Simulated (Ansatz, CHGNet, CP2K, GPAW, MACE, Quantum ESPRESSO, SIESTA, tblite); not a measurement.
# Running Σ3 (111)[11-2] symmetric tilt boundary in Na2S (72 atoms) with SIESTA

How do the settings of SIESTA change the result for Σ3 (111)[11-2] symmetric tilt boundary in Na2S (72 atoms)? A plane-wave run serves as the yardstick.

Program: SIESTA 5.4.2. Level of theory: the method is named at each step. Results are calculated unless marked as measured.

### Step 1. Set-up

The cell holds 72 atoms: 24 S and 48 Na. Cell: a = 8.010 Å, b = 9.249 Å, c = 22.675 Å, α = 90.0°, β = 90.0°, γ = 90.0°. It derives from Na2S (fluorite-type). Antifluorite-type Na2S (a = 6.54 Å); two grains mirrored in (111), tilt axis [11-2]; 1 x 2 boundary periods, 1 lattice periods a grain, two boundaries a cell, upper grain shifted by [0.404, 0] of the boundary cell and opened by 0.01 Å, no atom removed; not relaxed, displaced by a Gaussian of 0.02 Å. Then every atom was moved at random, 0.03 Å r.m.s. a Cartesian component. Regions: lower grain, 36 atoms (12 S and 24 Na); upper grain, 36 atoms (12 S and 24 Na). The structure's axis is c.

The yardstick, on the same geometry:

| Quantity | Value |
| --- | --- |
| method | Kohn-Sham DFT, PBE, PAW, plane waves (Ansatz 0.2.0); cutoff 420 eV, Γ point, fermi-dirac smearing of 0.05 eV; PAW set soft_2 |
| r.m.s. force component | 0.5607 eV/Å |
| longest force | 2.847 eV/Å |
| pressure | 1.154 GPa |
| gap (highest filled to lowest empty level) | 2.208 eV |
| SCF cycles | 8 |
| time | 8.8 s on 8 threads of Arm Neoverse V2, shared host |
| CPU time | 64 s |

### Step 2. PBE, DZP, shift 0.01 Ry, mesh 500 Ry

Method: Kohn-Sham DFT, PBE, PseudoDojo 0.4.1 norm-conserving pseudopotentials (converted to PSML), numerical atomic orbitals (DZP), diagonalisation.

The .psml files are PseudoDojo norm-conserving potentials that we converted to this format, checked against plane waves on the same files for H, C, O, Si, Ge and Ca alone.

input.fdf

```
SystemLabel cell
NumberOfAtoms 72
NumberOfSpecies 2
%block ChemicalSpeciesLabel
  1 16 S
  2 11 Na
%endblock ChemicalSpeciesLabel
LatticeConstant 1.0 Ang
%block LatticeVectors
  8.00983 0.00000 0.00000
  0.00000 9.24896 0.00000
  0.00000 0.00000 22.67522
%endblock LatticeVectors
PAO.BasisSize DZP
PAO.EnergyShift 0.01 Ry
XC.Functional GGA
XC.Authors PBE
MeshCutoff 500 Ry
%block kgrid_Monkhorst_Pack
  1 0 0 0.0
  0 1 0 0.0
  0 0 1 0.0
%endblock kgrid_Monkhorst_Pack
SolutionMethod diagon
OccupationFunction FD
ElectronicTemperature 580 K
SCF.Mixer.Method Pulay
SCF.Mixer.Weight 0.05
SCF.Mixer.History 8
SCF.Mix Hamiltonian
MaxSCFIterations 300
SCF.DM.Tolerance 1e-04
SCF.H.Tolerance 1.0e-3 eV
WriteForces T
Write.HirshfeldPop T
Write.VoronoiPop T
Write.DM F
Write.H F
XML.Write F
AtomicCoordinatesFormat Fractional
%block AtomicCoordinatesAndAtomicSpecies
  0.49323 0.24915 0.00151 1
  0.50144 0.25019 0.12353 2
  0.50170 0.24830 0.37322 2
  0.83024 0.25234 0.16708 1
  0.83273 0.24846 0.29229 2
  0.84227 0.24350 0.04071 2
  0.00508 0.00204 0.99902 1
  0.99114 0.99963 0.12276 2
  0.99826 0.00197 0.37601 2
  0.33947 0.99287 0.16537 1
  0.33276 0.00379 0.29184 2
  0.32315 0.99734 0.03913 2
  0.66260 0.99886 0.33159 1
  0.67049 0.99558 0.45977 2
  0.66130 0.00230 0.21010 2
  0.51545 0.74630 0.99865 1
  0.49782 0.75308 0.12571 2
  0.50213 0.75734 0.37296 2
  0.82613 0.75471 0.16748 1
  0.82504 0.75295 0.28962 2
  0.83841 0.74353 0.04003 2
  0.00071 0.49516 0.00029 1
  0.00104 0.48957 0.12588 2
  0.00961 0.50119 0.37581 2
  0.33531 0.49996 0.16512 1
  0.33073 0.49767 0.29071 2
  0.33002 0.50125 0.04109 2
  0.66682 0.50248 0.32995 1
  0.66695 0.49433 0.45671 2
  0.66680 0.50543 0.21080 2
  0.16255 0.24621 0.33262 1
  0.17157 0.25105 0.45755 2
  0.16940 0.24987 0.20870 2
  0.16472 0.75043 0.33194 1
  0.17843 0.75305 0.45746 2
  0.16439 0.75008 0.20670 2
  0.90864 0.24685 0.50081 1
  0.90984 0.25401 0.87744 2
  0.90515 0.24440 0.62541 2
  0.25121 0.25004 0.83232 1
  0.23547 0.25039 0.70903 2
  0.23967 0.25161 0.95992 2
  0.40685 0.99107 0.49965 1
  0.40810 0.00013 0.87372 2
  0.40121 0.99866 0.62777 2
  0.73719 0.00149 0.82928 1
  0.73871 0.00413 0.70900 2
  0.73906 0.00338 0.95948 2
  0.07917 0.99579 0.66646 1
  0.07089 0.00262 0.53988 2
  0.07325 0.00020 0.79209 2
  0.90255 0.75280 0.50213 1
  0.90546 0.74969 0.87765 2
  0.90485 0.74419 0.62596 2
  0.23173 0.75138 0.83216 1
  0.23748 0.75225 0.70859 2
[... 12 atom lines left out ...]
  0.57319 0.24688 0.79159 2
  0.56480 0.74977 0.66862 1
  0.57415 0.74508 0.53930 2
  0.57043 0.74541 0.79105 2
%endblock AtomicCoordinatesAndAtomicSpecies
```

Run with:

```bash
> OMP_NUM_THREADS=1 mpirun -np 2 siesta < input.fdf > output.txt
```

What it wrote:

```text
Version         : 5.4.2
reinit: System Name:
reinit: System Label: cell
initatom: Reading input for the pseudopotentials and atomic orbitals ----------
Species number:   1 Atomic number:   16 Label: S
Species number:   2 Atomic number:   11 Label: Na
Ground state valence configuration (from tables):   3s02  3p04  3d00  4f00
Ground state valence configuration (from tables):   3s01  3p00  3d00  4f00
---- Processing specs for species: S
GGA--PBE XC_GGA_X_PBE--XC_GGA_C_PBE pb
---- Processing specs for species: Na
GGA--PBE XC_GGA_X_PBE--XC_GGA_C_PBE pb
Semicore shell(s) with  8 electrons included in the valence for Na
Semicore shell(s): 2s 2p
Fallback to non-perturbative polarization scheme for Na
Please see the manual if this is not desired in principle
S pseudopotential only contains V_ls up to l=2 -- lmxkb reset.
Na pseudopotential only contains V_ls up to l=1 -- lmxkb reset.
Using PAO.SplitTailNorm
%block ChemicalSpeciesLabel
    1   16 S                       # Species index, atomic number, species label
    2   11 Na                      # Species index, atomic number, species label
%endblock ChemicalSpeciesLabel
%block PAO.Basis                 # Define Basis set
S                     2                    # Species label, number of l-shells
 n=3   0   2                         # n, l, Nzeta
   4.449      3.085
   1.000      1.000
 n=3   1   2 P   1                   # n, l, Nzeta, Polarization, NzetaPol
   5.501      3.851
   1.000      1.000
Na                    4                    # Species label, number of l-shells
 n=2   0   1                         # n, l, Nzeta
   2.609
   1.000
 n=3   0   2                         # n, l, Nzeta
   8.808      6.635
   1.000      1.000
 n=2   1   1                         # n, l, Nzeta
   3.003
   1.000
 n=3   1   1                         # n, l, Nzeta
   8.808
   1.000
%endblock PAO.Basis
coor:   Atomic-coordinates input format  =     Fractional
siesta: System type = bulk
initatomlists: Number of atoms, orbitals, and projectors:     72   744   816
siesta: ******************** Simulation parameters ****************************
Total number of electrons:   576.000000
Total ionic charge:   576.000000
 Kpoints in:            1 . Kpoints trimmed:            1
siesta: k-grid: Number of k-points = 1
siesta: k-points from Monkhorst-Pack grid
siesta: k-cutoff (effective) =     4.005 Ang
siesta: k-point supercell and displacements
siesta: k-grid:     1     0     0      0.000
siesta: k-grid:     0     1     0      0.000
siesta: k-grid:     0     0     1      0.000
                     ====================================
                        Single-point calculation
                     ====================================
outcell: Unit cell vectors (Ang):
        8.009830    0.000000    0.000000
        0.000000    9.248960    0.000000
        0.000000    0.000000   22.675220
outcell: Cell vector modules (Ang)   :    8.009830    9.248960   22.675220
outcell: Cell angles (23,13,12) (deg):     90.0000     90.0000     90.0000
outcell: Cell volume (Ang**3)        :   1679.8392
Gamma-point calculation with interaction between periodic images
Gamma-point calculation with interaction between periodic images
Some features might not work optimally:
Some features might not work optimally:
e.g. DM initialization from atomic data
e.g. DM initialization from atomic data
new_DM -- step:     1
Initializing Density Matrix...
Attempting to read DM from file... Failed...
DM filled with atomic data:
InitMesh: MESH = 108 x 128 x 320 = 4423680
InitMesh: Mesh cutoff (required, used) =   500.000   502.462 Ry
stepf: Fermi-Dirac step function
        iscf     Eharris(eV)        E_KS(eV)     FreeEng(eV)     dDmax    Ef(eV) dHmax(eV)
   scf:    1   -66930.456680   -66933.325705   -66933.325705  0.813384 -5.216715  4.460031
   scf:    2   -66939.264269   -66936.343921   -66936.343921  0.013273 -5.312805  4.092240
   scf:    3   -66951.704333   -66947.712386   -66947.712386  0.111426 -4.761407  1.227356
   scf:    4   -66947.385208   -66947.556726   -66947.556726  0.005868 -4.732723  1.334993
   scf:    5   -66947.200575   -66947.761552   -66947.761552  0.042024 -4.874785  1.100597
   scf:    6   -66948.216169   -66948.028288   -66948.028288  0.012159 -4.836115  0.458964
[...]
scf:   12   -66948.076966   -66948.076961   -66948.076961  0.000123 -4.789527  0.001553
   scf:   13   -66948.076962   -66948.076961   -66948.076961  0.000028 -4.789494  0.001190
   scf:   14   -66948.076962   -66948.076962   -66948.076962  0.000037 -4.789311  0.000483
SCF Convergence by DM+H criterion
max |DM_out - DM_in|         :     0.0000367721
max |H_out - H_in|      (eV) :     0.0004826138
SCF cycle converged after 14 iterations
Using DM_out to compute the final energy and forces
siesta: E_KS(eV) =           -66948.0770
siesta: E_KS - E_eggbox =    -66948.0770
siesta: Atomic forces (eV/Ang):
     1    2.803425   -0.078909    0.850705
     2    0.008084   -0.030338    0.055026
     3   -0.117108    0.043506   -0.047732
     4    0.100963   -0.139074    0.016998
     5    0.018737    0.065132   -0.085975
     6   -0.056263    0.156550    0.277313
[...]
70    0.225445    0.006440   -0.109816
    71   -0.167546    0.016150    0.379840
    72    0.000985    0.077410    0.076227
----------------------------------------
   Tot    0.162326   -0.152951   -0.128926
----------------------------------------
   Max    2.803425
   Res    0.587888    sqrt( Sum f_i^2 / 3N )
----------------------------------------
   Max    2.803425    constrained
Stress tensor Voigt[x,y,z,yz,xz,xy] (kbar):      -12.33       -2.60       -3.24        0.75        0.24        0.20
(Free)E + p*V (eV/cell)   -66941.7268
Target enthalpy (eV/cell)   -66948.0770
siesta: Program's energy decomposition (eV):
siesta: Ebs     =    -15448.619803
siesta: Eions   =     84430.748895
siesta: Ena     =      7683.230893
siesta: Ekin    =     38894.949522
siesta: Enl     =    -18304.786354
siesta: DEna    =       290.601395
siesta: DUscf   =        16.184602
siesta: Ex      =    -10433.739288
siesta: Ec      =      -663.768836
siesta: Exc     =    -11097.508124
siesta: Eharris =    -66948.076962
siesta: Etot    =    -66948.076962
siesta: FreeEng =    -66948.076962
siesta: Final energy (eV):
siesta:  Band Struct. =  -15448.619803
siesta:       Kinetic =   38894.949522
siesta:       Hartree =   25680.610045
siesta:         Exch. =  -10433.739288
siesta:         Corr. =    -663.768836
siesta:   Exch.-corr. =  -11097.508124
siesta:  Ion-electron =  -92013.876133
siesta:       Ion-ion =  -28412.252272
siesta:         Total =  -66948.076962
siesta:         Fermi =      -4.789311
siesta: Stress tensor (static) (eV/Ang**3):
siesta:    -0.007695    0.000124    0.000147
siesta:     0.000124   -0.001620    0.000466
siesta:     0.000147    0.000466   -0.002025
siesta: Cell volume =       1679.839191 Ang**3
siesta: Pressure (static):
siesta:                Solid            Molecule  Units
siesta:           0.00004117          0.00016067  Ry/Bohr**3
siesta:           0.00378024          0.01475169  eV/Ang**3
siesta:           6.05660506         23.63481942  kBar
    Orbital volume contribution        =          72.802390 eV
    (Free)E + p_basis*V_orbitals       =      -66875.274572 eV
    (Free)Eharris+ p_basis*V_orbitals  =      -66875.274572 eV
Hirshfeld Atomic Populations:
Atom #   charge [q] valence [e]  Species
     1    -0.385053    6.385053  S
     2     0.174074    8.825926  Na
     3     0.222351    8.777649  Na
     4    -0.365144    6.365144  S
     5     0.177128    8.822872  Na
     6     0.185938    8.814062  Na
     7    -0.375823    6.375823  S
     8     0.185279    8.814721  Na
     9     0.219040    8.780960  Na
    10    -0.367150    6.367150  S
[...]
13    -0.361940    6.361940  S
[...]
16    -0.377628    6.377628  S
[...]
--------------------
 Total    -0.000000
Voronoi Atomic Populations:
Atom #   charge [q] valence [e]  Species
[...]
64    -0.416931    6.416931  S
[...]
67    -0.423827    6.423827  S
[...]
69     0.195502    8.804498  Na
    70    -0.417727    6.417727  S
    71     0.201820    8.798180  Na
    72     0.209569    8.790431  Na
--------------------
 Total    -0.000000
```

Wall time 3 min (2 MPI ranks of Arm Neoverse V2, shared host); peak memory 2.5 GiB.

Banners, paths, timers and routine set-up lines are dropped from the logs unmarked, and long logs keep their key lines alone; longer cuts are marked.

Numbers from this run, and their distance from the reference:

```yaml
r_m_s_force_component: 0.5879 eV/Å
r_m_s_difference_of_force_components: 32.1 meV/Å
longest_difference_of_force_vectors: 135 meV/Å
force_difference_over_r_m_s_force: 5.724 %
slope_of_forces_against_the_reference_s: 1.048
correlation_of_force_components: 0.9996
spacing_of_highest_filled_and_lowest_empty_level: 2.213 eV
gap_difference: 0.0041 eV
pressure: 0.6056 GPa
pressure_difference: -0.5484 GPa
```

Length of the force difference by element (eV/Å):

```csv
element,atoms,mean,most
Na,48,0.046,0.14
S,24,0.038,0.12
```

Levels nearest the highest filled one (eV from it): -0.22, -0.21, -0.19, -0.19, -0.16, -0.16, -0.11, -0.10, -0.09, -0.04, -0.01, 0.00, 2.21, 2.86, 3.19, 3.89, 4.00, 4.07, 4.26, 4.30, 4.30, 4.31, 4.35, 4.39.

Local excerpt of 10 atoms (numbers count through the whole input) about Na3, whose charge lies farthest from its element's mean; x, y, z are measured from there.

```csv
atom,x,y,z,distance (Å),bonds,Hirshfeld charge (e),Fx,Fy,Fz (eV/Å)
Na3,0.00,0.00,0.00,0.00,3,0.22,-0.12,0.04,-0.05
S13,1.29,-2.31,-0.94,2.81,8,-0.36,0.19,0.18,0.23
S31,-2.72,-0.02,-0.92,2.87,8,-0.36,0.20,0.15,0.07
S28,1.32,2.35,-0.98,2.87,8,-0.37,0.06,-0.12,0.39
Na11,-1.35,-2.26,-1.85,3.22,4,0.18,-0.08,-0.16,-0.09
Na5,2.65,0.00,-1.84,3.22,4,0.18,0.02,0.07,-0.09
Na29,1.32,2.28,1.89,3.24,4,0.18,2.37,0.06,-1.05
Na32,-2.64,0.03,1.91,3.26,4,0.18,2.06,0.00,-0.75
Na26,-1.37,2.31,-1.87,3.27,4,0.18,0.04,0.10,-0.02
Na14,1.35,-2.34,1.96,3.34,4,0.17,2.23,0.04,-0.86
```

Forces lie 5.7 % from the reference's, at 5.7 times its CPU time (on 2 against 8 cores).

### Step 3. PBE, SZP, shift 0.01 Ry, mesh 500 Ry

Method: Kohn-Sham DFT, PBE, PseudoDojo 0.4.1 norm-conserving pseudopotentials (converted to PSML), numerical atomic orbitals (SZP), diagonalisation.

input.fdf: that of step 2 with these lines changed.

```diff
@@ -13,3 +13,3 @@
 %endblock LatticeVectors
-PAO.BasisSize DZP
+PAO.BasisSize SZP
 PAO.EnergyShift 0.01 Ry
```

Run with:

```bash
> OMP_NUM_THREADS=1 siesta < input.fdf > output.txt
```

What it wrote:

```text
Version         : 5.4.2
reinit: System Name:
reinit: System Label: cell
initatom: Reading input for the pseudopotentials and atomic orbitals ----------
Species number:   1 Atomic number:   16 Label: S
Species number:   2 Atomic number:   11 Label: Na
Ground state valence configuration (from tables):   3s02  3p04  3d00  4f00
Ground state valence configuration (from tables):   3s01  3p00  3d00  4f00
---- Processing specs for species: S
GGA--PBE XC_GGA_X_PBE--XC_GGA_C_PBE pb
---- Processing specs for species: Na
GGA--PBE XC_GGA_X_PBE--XC_GGA_C_PBE pb
[... lines left out ...]
stepf: Fermi-Dirac step function
        iscf     Eharris(eV)        E_KS(eV)     FreeEng(eV)     dDmax    Ef(eV) dHmax(eV)
[... lines left out ...]
SCF Convergence by DM+H criterion
[... lines left out ...]
SCF cycle converged after 14 iterations
[... lines left out ...]
   Max    2.812821
[... lines left out ...]
   Max    2.812821    constrained
Stress tensor Voigt[x,y,z,yz,xz,xy] (kbar):      -16.47       -5.11       -6.19        0.85        0.25        0.22
[... lines left out ...]
siesta: FreeEng =    -66943.980626
[... lines left out ...]
siesta:       Ion-ion =  -28412.252272
siesta:         Total =  -66943.980626
siesta:         Fermi =      -4.656810
siesta: Stress tensor (static) (eV/Ang**3):
siesta:    -0.010280    0.000136    0.000159
siesta:     0.000136   -0.003192    0.000531
siesta:     0.000159    0.000531   -0.003861
siesta: Cell volume =       1679.839191 Ang**3
siesta: Pressure (static):
siesta:                Solid            Molecule  Units
siesta:           0.00006293          0.00017657  Ry/Bohr**3
siesta:           0.00577783          0.01621191  eV/Ang**3
siesta:           9.25710859         25.97434210  kBar
    Orbital volume contribution        =          60.332080 eV
    (Free)E + p_basis*V_orbitals       =      -66883.648545 eV
    (Free)Eharris+ p_basis*V_orbitals  =      -66883.648546 eV
Hirshfeld Atomic Populations:
Atom #   charge [q] valence [e]  Species
     1    -0.388997    6.388997  S
     2     0.174001    8.825999  Na
     3     0.221408    8.778592  Na
     4    -0.364108    6.364108  S
     5     0.177376    8.822624  Na
[...]
7    -0.378871    6.378871  S
[...]
--------------------
 Total     0.000005
Voronoi Atomic Populations:
Atom #   charge [q] valence [e]  Species
[...]
67    -0.424468    6.424468  S
[...]
70    -0.418325    6.418325  S
    71     0.205682    8.794318  Na
    72     0.211054    8.788946  Na
--------------------
 Total     0.000005
```

It took 5 min on 1 thread; peak memory 2 GiB.

Against the reference:

```
r.m.s. force component                           : 0.5926 eV/Å
r.m.s. difference of force components            : 35.85 meV/Å
longest difference of force vectors              : 151 meV/Å
force difference over r.m.s. force               : 6.394 %
slope of forces against the reference's          : 1.056
correlation of force components                  : 0.9996
gap (highest filled to lowest empty level) : 2.182 eV
gap difference                                   : -0.0268 eV
pressure                                         : 0.9257 GPa
pressure difference                              : -0.2283 GPa
```

This is a coarse setting, run to see what it loses.

Against the first run (5.7 %), the force difference from the reference is 6.4 %, at 0.83 times the CPU time (on 1 against 2 cores), with 600 basis functions against 744: the smaller basis costs accuracy.

(Part 1 of 2 ends here.)

[Also dropped from logs without a mark: logging warnings of Python, and SIESTA's first energy breakdown and zero terms.]

[Logs are printed without paths, hosts, clocks, repeated set-up lines and the standing remarks that a program may print on its own settings, such as how far it seeks lower states.]

[Hosts, paths, dates, database ids (printed as entryN), source tags and the programs' standing remarks are cut or masked in the printed files.]
